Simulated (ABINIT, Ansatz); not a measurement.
Planning a run of ABINIT 10.8.3 on Rb2AlTlH6 (Fm-3m). The input:

```
acell 3*1.0 Angstrom
rprim 
  -0.000000000000 4.343365000000 4.343365000000
  4.343365000000 -0.000000000000 4.343365000000
  4.343365000000 4.343365000000 -0.000000000000
ntypat 4
znucl 37 13 81 1
natom 10
typat 1 1 2 3 4 4 4 4 4 4
xred 
  0.250000000000 0.250000000000 0.250000000000
  0.750000000000 0.750000000000 0.750000000000
  0.500000000000 0.500000000000 0.500000000000
  0.000000000000 -0.000000000000 -0.000000000000
  0.294156000000 0.705844000000 0.705844000000
  0.294156000000 0.705844000000 0.294156000000
  0.705844000000 0.294156000000 0.705844000000
  0.705844000000 0.705844000000 0.294156000000
  0.294156000000 0.294156000000 0.705844000000
  0.705844000000 0.294156000000 0.294156000000
pp_dirpath "pseudos"
pseudos "Rb.upf, Al.upf, Tl.upf, H.upf"
ecut 34
iscf -2
irdden 1
kptopt 0
nkpt 26
kpt 
  0.00000000 0.00000000 0.00000000
  0.12500000 0.00000000 0.12500000
  0.25000000 0.00000000 0.25000000
  0.37500000 0.00000000 0.37500000
  0.50000000 0.00000000 0.50000000
  0.53125000 0.06250000 0.53125000
  0.56250000 0.12500000 0.56250000
  0.59375000 0.18750000 0.59375000
  0.62500000 0.25000000 0.62500000
  0.37500000 0.37500000 0.75000000
  0.28125000 0.28125000 0.56250000
  0.18750000 0.18750000 0.37500000
  0.09375000 0.09375000 0.18750000
  0.00000000 0.00000000 0.00000000
  0.12500000 0.12500000 0.12500000
  0.25000000 0.25000000 0.25000000
  0.37500000 0.37500000 0.37500000
  0.50000000 0.50000000 0.50000000
  0.50000000 0.43750000 0.56250000
  0.50000000 0.37500000 0.62500000
  0.50000000 0.31250000 0.68750000
  0.50000000 0.25000000 0.75000000
  0.50000000 0.18750000 0.68750000
  0.50000000 0.12500000 0.62500000
  0.50000000 0.06250000 0.56250000
  0.50000000 0.00000000 0.50000000
istwfk *1
nband 31
nbdbuf 2
tolwfr 1e-08
nstep 40
prtwf 0
prtvol 0
indata_prefix "in"
outdata_prefix "out"
tmpdata_prefix "tmp"
```

```sh
OMP_NUM_THREADS=1 mpirun -n 4 abinit run.abi > log
```

Q: How long will it take on 4 MPI ranks of AMD EPYC 9R45, shared host, and how much memory?

It took 45 s; on shared hardware allow 23 s to 91 s. Peak host memory was 0.52 GiB.

[Paths, hosts, dates, memory and timing lines, banners, echoed tables and standing remarks are left out of the program output.]

[Logs are printed without paths, hosts, clocks, repeated set-up lines and the standing remarks that a program may print on its own settings, such as how far it seeks lower states.]

[Runs of the session that timed out or met a known fault of the program may be left out.]

[Hosts, paths, dates, database ids (printed as entryN), source tags and the programs' standing remarks are cut or masked in the printed files.]

[G0W0 gaps are taken among the corrected bands and points alone; a level outside them can change the order at an edge.]

[Where Ansatz stands beside ABINIT at settings called matched, ABINIT's density can come from a denser mesh and the files from another edition; pairs whose starting gaps differed by over 0.03 eV were left out, so agreement reads better than it is.]
